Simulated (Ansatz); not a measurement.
# Debugging a many-body input for YPO4 (I4_1/amd)

A first try at the G0W0 gap of YPO4 (I4_1/amd), what the program said, and an input that works.

Method: G0W0 on r2SCAN, plane waves, PAW, in Ansatz 0.2.0.

The database entry behind the starting cell differs from later determinations by our own check (impure mineral, about 0.2 % long), so it need not match the best structure at ambient conditions.

### 1. The starting structure

Symmetry: I4_1/amd, No. 141, tetragonal system. Conventional cell: a = 6.895 Å, b = 6.895 Å, c = 6.028 Å, α = 90.00°, β = 90.00°, γ = 90.00°. Y has 8 O at 2.31 to 2.38 Å nearest. Nearest to P lie 4 O at 1.54 Å. Nearest to O lie 1 P at 1.54 Å and 2 Y at 2.31 to 2.38 Å. Farther neighbours and most contacts between anions are not listed.

Structure file:

```
Y P O
1.0
    -3.44735    3.44735    3.01380
     3.44735   -3.44735    3.01380
     3.44735    3.44735   -3.01380
Y P O
2 2 8
Direct
  0.75000 0.25000 0.50000
  0.00000 0.00000 0.00000
  0.50000 0.50000 0.00000
  0.25000 0.75000 0.50000
  0.16610 0.34080 0.82530
  0.09080 0.76550 0.67470
  0.51550 0.34080 0.17470
  0.09080 0.41610 0.32530
  0.58390 0.90920 0.67470
  0.65920 0.83390 0.17470
  0.23450 0.90920 0.32530
  0.65920 0.48450 0.82530
```

The cell and positions come from the Crystallography Open Database and are kept as given unless a step says otherwise. The default PAW set here is soft_2. Its files were made with PBE.

### 2. First try

Contents of input.yaml:

```yaml
crystal:
  lattice:
    - [-3.44735, 3.44735, 3.0138]
    - [3.44735, -3.44735, 3.0138]
    - [3.44735, 3.44735, -3.0138]
  atoms:
    - { symbol: "Y", position: [0.75, 0.25, 0.5] }
    - { symbol: "Y", position: [0.0, 0.0, 0.0] }
    - { symbol: P, position: [0.5, 0.5, 0.0] }
    - { symbol: P, position: [0.25, 0.75, 0.5] }
    - { symbol: O, position: [0.1661, 0.3408, 0.8253] }
    - { symbol: O, position: [0.0908, 0.7655, 0.6747] }
    - { symbol: O, position: [0.5155, 0.3408, 0.1747] }
    - { symbol: O, position: [0.0908, 0.4161, 0.3253] }
    - { symbol: O, position: [0.5839, 0.9092, 0.6747] }
    - { symbol: O, position: [0.6592, 0.8339, 0.1747] }
    - { symbol: O, position: [0.2345, 0.9092, 0.3253] }
    - { symbol: O, position: [0.6592, 0.4845, 0.8253] }
kpoints:
  mp_grid: { grid: [2, 2, 2] }
hamiltonian:
  xc: r2scan
scf:
  occupations: { method: fixed }
gw:
  n_empty_bands: 4
  ecut_chi: 40
  qp_bands: [v4, c4]
  qp_kpoints: band_edges
  screening: { model: contour_deformation }
```

Command:

```sh
> ansatz run input.yaml --threads 24 --pin off --max-ram 82944MiB --backend cuda --events-out ev --progress --plain --runs-dir out --devices 1 --max-vram 78GiB
```

Numbers of over 12 decimals in the logs are rounded to 6 here.

What it wrote:

```text
GPUs: using 1 of 1 available (devices: 1).
Engine: ansatz 0.2.0, aarch64-unknown-linux-gnu
Pseudopotentials: kind: paw
Pseudopotential: Y, paw, valence charge 11, recommended cutoff 500 eV (meta_gga), Y.paw.azcp
Pseudopotential: P, paw, valence charge 5, recommended cutoff 500 eV (meta_gga), P.paw.azcp
Pseudopotential: O, paw, valence charge 6, recommended cutoff 500 eV (meta_gga), O.paw.azcp
Functional definition: r2SCAN
  parameter k0 = 0.174
  parameter k1 = 0.065
  parameter a1 = 4.9479
  exchange = r2scan_x(k0 = k0, k1 = k1, a1 = a1)
  correlation = r2scan_c
device memory: the entry about to start is reckoned to put 3.9 GiB on a device that reports 166.8 GiB free (of which the cap on the GPU budget leaves the run 78.0 GiB)
GPU FFT provider: cuFFT
GPU libraries: cuBLAS 13.8.1, cuFFT 12.4.0, cuSOLVER 12.3.2
GPU matrix products: emulated (plane waves: as basis.precision tells), large ones in fixed point in workspaces of 1.00 GiB
Crystal: 12 atoms, lattice volume = 143.267 Å³
Basis set: ecut = 500 eV, 3683 PW (Γ), exchange–correlation on 180×180×180 points (64 copies of the dense FFT grid, shifted against one another)
Bands: 52, of which v1, the nominal top of the filled ones, is band 40 counted from 1 (39 counted from 0)
Symmetry: 16 space group operations
Space group: I41/amd (ITA 141), of the structure as read, at distance tolerance 5.2e-5 Å
k-points: 4 of 8
Non-local potential: Y, projectors of the file, l = 0: 3, l = 1: 2, l = 2: 2, l = 3: 1
Non-local potential: P, projectors of the file, l = 0: 2, l = 1: 2, l = 2: 2
Non-local potential: O, projectors of the file, l = 0: 2, l = 1: 2, l = 2: 1
PAW form: soft (Blöchl's): semilocal exchange-correlation on the pseudo side does not see the compensation charge
PAW frozen core: Y, regenerated for the run's functional (the file was generated under x = pbe(κ = 0.804, μ = 0.219515), c = pbe(β = 0.066725))
PAW frozen core: P, regenerated for the run's functional (the file was generated under x = pbe(κ = 0.804, μ = 0.219515), c = pbe(β = 0.066725))
PAW frozen core: O, regenerated for the run's functional (the file was generated under x = pbe(κ = 0.804, μ = 0.219515), c = pbe(β = 0.066725))
PAW one-centre angular grid: Y, 590 points (default); XC on 160 Gauss nodes
PAW one-centre angular grid: P, 302 points (default); XC on 160 Gauss nodes
PAW one-centre angular grid: O, 302 points (default); XC on 160 Gauss nodes
Initial density: superposition of atomic densities (neutral atoms: chi_scale 0, normalization atom), corrected by the library's trained network
Initial wavefunctions: pseudopotential atomic-orbital guess
GPU buffer pool allocated for 91125 grid points (all kernels)
GPU transforms: local potential and band sums: pruned to the plane-wave sphere, on 45×45×45
Functional: x = r2scan, c = r2scan; τ floored in thin density (d = 2e-4 eV/Å³)
SCF iter   1: F=—  HF=-13805.011285 eV  |F-HF|=—  |Δ(HF+E_count)|=         —  Δρ=9.43e-3  dr2=1.34e-1  dr2_τ=1.06e0  ethr=1.77e-3  ⟨swp⟩=5.0  Hψ=836  notcnv=0  defer=37
preconditioner: auto → Resta (q_TF=auto, 2.476 Å⁻¹)  ε∞=3.3  [insulator: Δε(μ)=6.929 eV  Ē_g=17.912 eV  n_scr=42 (ndim 8)  ℏωp=27.0 eV  f_vac=0.037  ε∞_Penn≈3.3]
SCF iter   2: F=—  HF=-13805.284837 eV  |F-HF|=—  |Δ(HF+E_count)|=   2.74e-1  Δρ=5.32e-3  dr2=2.67e-2  dr2_τ=3.20e-3  ethr=1.67e-4  ⟨swp⟩=3.0  Hψ=403  notcnv=0  defer=40
SCF iter   3: F=—  HF=-13805.280149 eV  |F-HF|=—  |Δ(HF+E_count)|=   4.69e-3  Δρ=1.33e-3  dr2=1.88e-3  dr2_τ=3.23e-4  ethr=3.34e-5  ⟨swp⟩=3.5  Hψ=343  notcnv=0  defer=40
SCF iter   4: F=—  HF=-13805.280085 eV  |F-HF|=—  |Δ(HF+E_count)|=   6.40e-5  Δρ=2.48e-4  dr2=5.90e-5  dr2_τ=1.19e-5  ethr=2.36e-6  ⟨swp⟩=2.8  Hψ=323  notcnv=0  defer=40
SCF iter   5: F=—  HF=-13805.280111 eV  |F-HF|=—  |Δ(HF+E_count)|=   2.67e-5  Δρ=4.89e-5  dr2=3.65e-6  dr2_τ=3.48e-7  ethr=7.38e-8  ⟨swp⟩=2.0  Hψ=327  notcnv=0  defer=40
SCF iter   6: F=—  HF=-13805.280112 eV  |F-HF|=—  |Δ(HF+E_count)|=   6.42e-7  Δρ=1.56e-5  dr2=3.72e-7  dr2_τ=2.19e-8  ethr=4.56e-9  ⟨swp⟩=2.0  Hψ=317  notcnv=0  defer=40
SCF iter   7: F=-13805.280112 eV  HF=-13805.280112 eV  |F-HF|=7.48e-10  |Δ(HF+E_count)|=   1.17e-8  Δρ=2.03e-6  dr2=6.28e-9  dr2_τ=1.11e-9  ethr=1.25e-10  ⟨swp⟩=14.8  Hψ=999  notcnv=0
SCF 1 converged in 7 iterations: F = -13805.280112 eV  dr2 = 6.28e-9
[...]
device memory: the entry about to start is reckoned to put 4.8 GiB (of the 4.9 GiB reckoned in all, the device holds 0.1 GiB already) on a device that reports 166.7 GiB free (of which the cap on the GPU budget leaves the run 77.9 GiB)
NSCF: frozen V_eff on 4 k-points
[...]
device memory: the entry about to start is reckoned to put 2.9 GiB on a device that reports 166.8 GiB free (of which the cap on the GPU budget leaves the run 78.0 GiB)
NSCF: frozen V_eff on 4 k-points
SCF converged after 7 iterations
Free energy (F): -13805.280112 eV
Harris-Foulkes:  -13805.280112 eV  (|F-HF|=7.48e-10)
Internal energy: -13805.280112 eV  (E = F + TS)
E sigma→0 (E₀):  -13805.280112 eV
Fermi energy:    6.353916 eV
--- Per-component energies (eV) ---
  E_band       = -358.112972
  E_kinetic    = 2201.519845
  E_local      = -4259.604595  (includes V_loc(G=0)·N_el)
  E_nonlocal   = 536.928446
  E_hartree    = 1465.894477
  E_xc         = -1052.704945
  E_vxc        = -1440.322744  (∫ρ·V_xc dr)
  E_paw        = -8118.674975  (= ΣΔE_a)
  E_vpaw       = -415.806961  (= ΣTr[D̂ρ^β])
  E_aug_tail   = 0.008191  (compensation charges beyond the density's cutoff)
  E_vtau       = 87.376270  (kinetic-family band-sum trace: ∫τ·v_τ [+ j·A + Jᵃ·Aᵃ] dr)
  E_ewald      = -4577.901437
  E_core_change = -0.745119  (= ΣΔE_core)
  E_smearing   = -0.000000  (= −TS)
  E_closure    = 0.000000  (closes the sum)
  Σ components = -13805.280112   (vs F -13805.280112, Δ=0.00e0)
--- Band table (eV) ---
  k-point 0: bands = [... 36 lower, 5.8371, 5.8556, 5.8556, 6.3539, 13.1727, 13.2598, 13.9961, 14.4016, ... 8 higher]
  k-point 1: bands = [... 36 lower, 5.6093, 5.6093, 5.8897, 5.8897, 13.0505, 13.0505, 14.1403, 14.1403, ... 8 higher]
  k-point 2: bands = [... 36 lower, 5.5303, 5.5749, 6.1520, 6.2148, 13.3232, 13.5021, 14.0614, 14.1939, ... 8 higher]
  k-point 3: bands = [... 36 lower, 5.3393, 5.3393, 5.6721, 5.6721, 13.7466, 13.7466, 14.3708, 14.3708, ... 8 higher]
```

Run time: 1.1 s. Hardware: 1 × NVIDIA GB200 (shared by 2 runs) with 24 threads of Arm Neoverse V2, shared host; peak memory 1.2 GiB.

The column dr2 measures how far the density is from self-consistency, as an energy; F and HF (Harris–Foulkes) agree once it is small.

**Diagnosis.**

The self-consistent loop converged; the step after it was not made. The program's words: G₀W₀ refused: the quasiparticle rows reach c4, inside the degenerate multiplet of c4 to c5 at k-index 0, which gw.n_empty_bands = 4 cuts: a row's own level would stand in its own sum at a weight under one; raise gw.n_empty_bands to 5 or more, or end gw.qp_bands at c3 or below

The fault: four empty bands in G0W0. The sums over empty states are cut off almost at the gap, so screening and correlation are far from complete.

### 3. A better input

G0W0 replaces the xc potential by the self-energy, built once from these orbitals. Only a window of levels is corrected, while the sums run over the empty bands that the input names.

input.yaml: that of step 2 with these lines changed.

```diff
@@ -19,3 +19,3 @@
 kpoints:
-  mp_grid: { grid: [2, 2, 2] }
+  mp_grid: { grid: [4, 4, 4] }
 hamiltonian:
@@ -25,4 +25,4 @@
 gw:
-  n_empty_bands: 4
-  ecut_chi: 40
+  n_empty_bands: 305
+  ecut_chi: 96
   qp_bands: [v4, c4]
```

What it wrote:

```text
GPUs: using 1 of 1 available (devices: 1).
[...]
Crystal: 12 atoms, lattice volume = 143.267 Å³
Basis set: ecut = 500 eV, 3683 PW (Γ), exchange–correlation on 180×180×180 points (64 copies of the dense FFT grid, shifted against one another)
Bands: 52, of which v1, the nominal top of the filled ones, is band 40 counted from 1 (39 counted from 0)
Symmetry: 16 space group operations
[...]
k-points: 13 of 64
[...]
SCF iter   1: F=—  HF=-13805.026890 eV  |F-HF|=—  |Δ(HF+E_count)|=         —  Δρ=9.31e-3  dr2=1.30e-1  dr2_τ=1.05e0  ethr=1.77e-3  ⟨swp⟩=5.1  Hψ=2777  notcnv=0  defer=109
[...]
SCF iter   7: F=-13805.296116 eV  HF=-13805.296116 eV  |F-HF|=4.73e-11  |Δ(HF+E_count)|=   1.74e-8  Δρ=2.20e-6  dr2=7.23e-9  dr2_τ=1.13e-9  ethr=1.25e-10  ⟨swp⟩=15.9  Hψ=3374  notcnv=0
SCF 1 converged in 7 iterations: F = -13805.296116 eV  dr2 = 7.23e-9
[...]
NSCF: frozen V_eff on 13 k-points
[...]
SCF converged after 7 iterations
[...]
4    44     14.3114   -10.1505    -4.4188   -16.0949  0.8429    15.8545    15.8370  root
     5    37      5.5277   -25.5595     4.3988   -20.2417  0.8015     4.6010     4.6086  root
     5    38      5.5723   -26.0252     4.3540   -20.8133  0.8036     4.7081     4.7143  root
     5    39      6.1490   -26.4263     4.4571   -21.1415  0.8023     5.3154     5.3213  root
     5    40      6.2120   -26.8361     4.3871   -21.6831  0.8053     5.4414     5.4461  root
     5    41     13.3236    -9.4208    -4.2677   -15.1350  0.8429    14.7858    14.7701  root
     5    42     13.5031    -8.7211    -4.5741   -14.7485  0.8436    14.9733    14.9563  root
     5    43     14.0617    -9.9112    -4.3181   -15.6998  0.8455    15.5476    15.5322  root
[...]
11    41     13.3703    -8.9995    -4.3891   -14.8140  0.8444    14.8113    14.7958  root
    11    42     13.3703    -8.9995    -4.3891   -14.8140  0.8444    14.8113    14.7958  root
    11    43     14.1142    -9.8595    -4.3718   -15.7116  0.8452    15.6105    15.5945  root
    11    44     14.1142    -9.8595    -4.3718   -15.7116  0.8452    15.6105    15.5945  root
```

It took 7.6 s on 1 × NVIDIA GB200 (shared by 2 runs) with 24 threads; peak memory 2 GiB; 25 s of CPU time.

Numbers from this step:

```yaml
bands_summed: 345
rpa_eps_infinity_on_this_mesh_eigenvalues: 2.820, 2.820, 3.158
plane_waves_in_the_screening_matrix: 313
q_points_in_the_mesh: 64
g0w0_gap_on_the_mesh: 8.773 eV
k_of_the_valence_top: 0, 0, 0
k_of_the_conduction_bottom: 0, 0, 0.25
starting_gap_on_the_mesh: 6.630 eV
z_at_the_valence_top: 0.8027
z_at_the_conduction_bottom: 0.8481
least_direct_g0w0_gap_on_the_computed_points: 8.792 eV
```

The gap on the mesh goes from 6.63 eV to 8.77 eV, a correction of +2.14 eV. Between the two edge states, bare exchange in place of the xc potential would open the gap by 10.88 eV, and correlation takes back 8.74 eV.

### 4. Summary of results

| Quantity | Value |
| --- | --- |
| first try | the many-body step was refused after 1.1 s |
| better run | G0W0 gap on the mesh 8.77 eV (4×4×4 mesh, 305 empty bands, screening to 96 eV) |

In words: The second run differs in: mesh, empty bands and screening cutoff (eV). Bands and cutoff are finite, so the gap is not at the basis limit. The miss can reach some tenths of an eV and take either sign; the mesh is an error of its own. The many-body steps are scalar-relativistic: spin-orbit coupling is not in them.

[Paths, hosts, dates, memory and timing lines, banners, echoed tables and standing remarks are left out of the program output.]

[Logs are printed without paths, hosts, clocks, repeated set-up lines and the standing remarks that a program may print on its own settings, such as how far it seeks lower states.]

[Runs of the session that timed out or met a known fault of the program may be left out.]

[Cells called generated may have been cut or substituted from an entry of the Crystallography Open Database or the Materials Project.]

[Hosts, paths, dates, database ids (printed as entryN), source tags and the programs' standing remarks are cut or masked in the printed files.]
